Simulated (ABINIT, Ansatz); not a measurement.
# KBr (Fm-3m): G0W0 on several meshes in ABINIT

How does the mesh move the gap of KBr (Fm-3m)?

Main program and level: ABINIT 10.8.3; LDA and many-body steps on it, plane waves.

This is a report of a sequence of runs, with most program output left out.

### 1. The starting structure

The structure is cubic, space group Fm-3m (No. 225). Conventional cell: a = 6.600 Å, b = 6.600 Å, c = 6.600 Å, α = 90.00°, β = 90.00°, γ = 90.00°. Nearest to K lie 6 Br at 3.30 Å. Br has 6 K at 3.30 Å nearest. Farther neighbours and most contacts between anions are not listed.

The cell and positions come from the Crystallography Open Database and are kept as given unless a step says otherwise.

### 2. Empty states on the mesh, 4×4×4 mesh, 230 bands

This step: ABINIT 10.8.3; DFT, LDA, plane waves, norm-conserving pseudopotentials.

The sums over transitions need many empty states on a uniform mesh; this step solves for them.

The input, run.abi:

```
acell 3*1.0 Angstrom
rprim 
  0.000000000000 3.300000000000 3.300000000000
  3.300000000000 0.000000000000 3.300000000000
  3.300000000000 3.300000000000 0.000000000000
ntypat 2
znucl 19 35
natom 2
typat 1 2
xred 
  0.000000000000 0.000000000000 0.000000000000
  0.500000000000 0.500000000000 0.500000000000
pp_dirpath "pseudos"
pseudos "K.upf, Br.upf"
ecut 32
ngkpt 4 4 4
nshiftk 1
shiftk 0 0 0
kptopt 1
chksymbreak 0
irdden 1
istwfk *1
nband 230
prtvol 0
optdriver 6
gwr_task "HDIAGO"
paral_kgb 0
occopt 1
indata_prefix "in"
outdata_prefix "out"
tmpdata_prefix "tmp"
```

The run is started by

```bash
$ OMP_NUM_THREADS=1 mpirun -n 4 abinit run.abi > log
```

Run time: 1.8 min. Hardware: 4 MPI ranks of Arm Neoverse V2, shared host; peak memory 4.1 GiB.

Numbers from this step:

* gap: 4.032 eV
* k of the valence top: 0, 0, 0
* k of the conduction bottom: 0, 0, 0
* least direct gap: 4.032 eV
* k points computed: 8
* lowest point of the top converged band, above the valence top: 112.5320 eV

On this mesh the gap is 4.032 eV.

The density comes from a self-consistent run that is not shown.

### 3. Screening, 4×4×4 mesh, 95 bands, screening to 141.5 eV

The RPA dielectric matrix is built and inverted for each q.

This step: RPA screening on LDA, plane waves, norm-conserving pseudopotentials.

run.abi: that of step 2 with these lines changed.

```diff
@@ -20,10 +20,11 @@
 chksymbreak 0
-irdden 1
 istwfk *1
-nband 230
-prtvol 0
-optdriver 6
-gwr_task "HDIAGO"
-paral_kgb 0
 occopt 1
+irdwfk 1
+optdriver 3
+nband 95
+ecuteps 5.2
+inclvkb 2
+awtr 1
+symchi 1
 indata_prefix "in"
```

The job ended after 21 s (4 MPI ranks; peak memory 0.96 GiB).

This step gave:

| Item | Value |
| --- | --- |
| ε∞ with local fields, on this mesh, along the program's q direction | 2.499 |
| the same without local fields | 2.994 |
| plasma frequency | 17.52 eV |
| plane waves in the screening matrix | 283 |

Local fields lower ε∞ by 17 %.

### 4. 4×4×4

The self-energy is evaluated for the states that the input lists, and the levels follow from it, in one-shot runs by the linearised quasiparticle equation.

This step: G0W0 on LDA, plane waves, norm-conserving pseudopotentials.

run.abi: that of step 3 with these lines changed.

```diff
@@ -23,8 +23,15 @@
 irdwfk 1
-optdriver 3
+optdriver 4
 nband 95
+gwcalctyp 0
+ecutsigx 32
+symsigma 1
+nkptgw 1
+kptgw 
+  0.0000000000 0.0000000000 0.0000000000
+bdgw 
+  6 12
 ecuteps 5.2
-inclvkb 2
-awtr 1
-symchi 1
+irdscr 1
+ppmodel 1
 indata_prefix "in"
```

Run time: 6.7 s. Hardware: 4 MPI ranks; peak memory 0.98 GiB; 26 s of CPU time.

This step gave:

- G0W0 gap on the points computed: 6.785 eV
- starting gap on the mesh: 4.032 eV
- k of the valence top: 0, 0, 0
- k of the conduction bottom: 0, 0, 0
- Z at the valence top: 0.81
- Z at the conduction bottom: 0.861
- least direct G0W0 gap on the computed points: 6.785 eV

The gap on the mesh goes from 4.03 eV to 6.79 eV, a correction of +2.75 eV.

### 5. Empty states on the mesh, 2×2×2 mesh, 103 bands

This step: DFT, LDA, plane waves, norm-conserving pseudopotentials.

run.abi: that of step 4 with these lines changed.

```diff
@@ -15,3 +15,3 @@
 ecut 32
-ngkpt 4 4 4
+ngkpt 2 2 2
 nshiftk 1
@@ -20,18 +20,10 @@
 chksymbreak 0
+iscf -2
+irdden 1
 istwfk *1
-occopt 1
-irdwfk 1
-optdriver 4
-nband 95
-gwcalctyp 0
-ecutsigx 32
-symsigma 1
-nkptgw 1
-kptgw 
-  0.0000000000 0.0000000000 0.0000000000
-bdgw 
-  6 12
-ecuteps 5.2
-irdscr 1
-ppmodel 1
+nband 103
+nbdbuf 8
+tolwfr 1e-09
+nstep 60
+prtvol 0
 indata_prefix "in"
```

Elapsed: 15 s, on 4 MPI ranks; peak memory 0.32 GiB.

This step gave:

```
gap                                                           : 4.032 eV
k of the valence top                                          : 0, 0, 0
k of the conduction bottom                                    : 0, 0, 0
least direct gap                                              : 4.032 eV
k points computed                                             : 3
lowest point of the top converged band, above the valence top : 60.5981 eV
```

On this mesh the gap is 4.032 eV.

### 6. Screening, 2×2×2 mesh, 95 bands, screening to 141.5 eV

This step: RPA screening on LDA, plane waves, norm-conserving pseudopotentials.

run.abi: that of step 5 with these lines changed.

```diff
@@ -20,10 +20,11 @@
 chksymbreak 0
-iscf -2
-irdden 1
 istwfk *1
-nband 103
-nbdbuf 8
-tolwfr 1e-09
-nstep 60
-prtvol 0
+occopt 1
+irdwfk 1
+optdriver 3
+nband 95
+ecuteps 5.2
+inclvkb 2
+awtr 1
+symchi 1
 indata_prefix "in"
```

It took 3.5 s on 4 MPI ranks; peak memory 0.58 GiB.

Numbers from this step:

```yaml
eps_infinity_with_local_fields_on_this_mesh_along_the_program_s_q_direction: 3.067
the_same_without_local_fields: 3.621
plasma_frequency: 17.52 eV
plane_waves_in_the_screening_matrix: 283
```

### 7. 2×2×2

This step: G0W0 on LDA, plane waves, norm-conserving pseudopotentials.

run.abi: that of step 6 with these lines changed.

```diff
@@ -23,8 +23,15 @@
 irdwfk 1
-optdriver 3
+optdriver 4
 nband 95
+gwcalctyp 0
+ecutsigx 32
+symsigma 1
+nkptgw 1
+kptgw 
+  0.0000000000 0.0000000000 0.0000000000
+bdgw 
+  6 12
 ecuteps 5.2
-inclvkb 2
-awtr 1
-symchi 1
+irdscr 1
+ppmodel 1
 indata_prefix "in"
```

The job ended after 3.7 s (4 MPI ranks; peak memory 0.63 GiB).

Numbers from this step:

* G0W0 gap on the points computed: 6.524 eV
* starting gap on the mesh: 4.032 eV
* k of the valence top: 0, 0, 0
* k of the conduction bottom: 0, 0, 0
* Z at the valence top: 0.811
* Z at the conduction bottom: 0.855
* least direct G0W0 gap on the computed points: 6.524 eV

Against G0W0 in ABINIT (4×4×4 mesh, 95 bands, screening to 141.5 eV, Godby-Needs plasmon pole), the gap moves by −0.261 eV.

### 8. Side by side

Times are wall times on 4 MPI ranks of Arm Neoverse V2, shared host, good to a factor of about two. A run's time includes the screening step that it read.

```csv
run,mesh,bands,screening cutoff (eV),DFT gap (eV),gap on the mesh (eV),direct (eV),ε∞ used,time
4×4×4,4×4×4,95,141.5,4.032,6.785,6.785,2.50,27 s
2×2×2,2×2×2,95,141.5,4.032,6.524,6.524,3.07,7.3 s
```

### 9. Outcome

| Item | Value |
| --- | --- |
| 4×4×4 | 6.785 eV |
| 2×2×2 | 6.524 eV |
| known limits | not at the basis limit; no spin-orbit coupling; coarse k mesh |

What this shows: 2×2×2: −0.261 eV against 4×4×4. Bands and cutoff are finite, so the gap is not at the basis limit. The miss can reach some tenths of an eV and take either sign; the mesh is an error of its own. In the G0W0 runs levels were corrected at 1 k point alone, so a gap called «on the mesh» is the least over those, and an edge elsewhere would be missed. The many-body steps are scalar-relativistic: spin-orbit coupling is not in them.

[Paths, hosts, dates, memory and timing lines, banners, echoed tables and standing remarks are left out of the program output.]

[Logs are printed without paths, hosts, clocks, repeated set-up lines and the standing remarks that a program may print on its own settings, such as how far it seeks lower states.]

[Runs of the session that timed out or met a known fault of the program may be left out.]

[Hosts, paths, dates, database ids (printed as entryN), source tags and the programs' standing remarks are cut or masked in the printed files.]

[G0W0 gaps are taken among the corrected bands and points alone; a level outside them can change the order at an edge.]

[Where Ansatz stands beside ABINIT at settings called matched, ABINIT's density can come from a denser mesh and the files from another edition; pairs whose starting gaps differed by over 0.03 eV were left out, so agreement reads better than it is.]
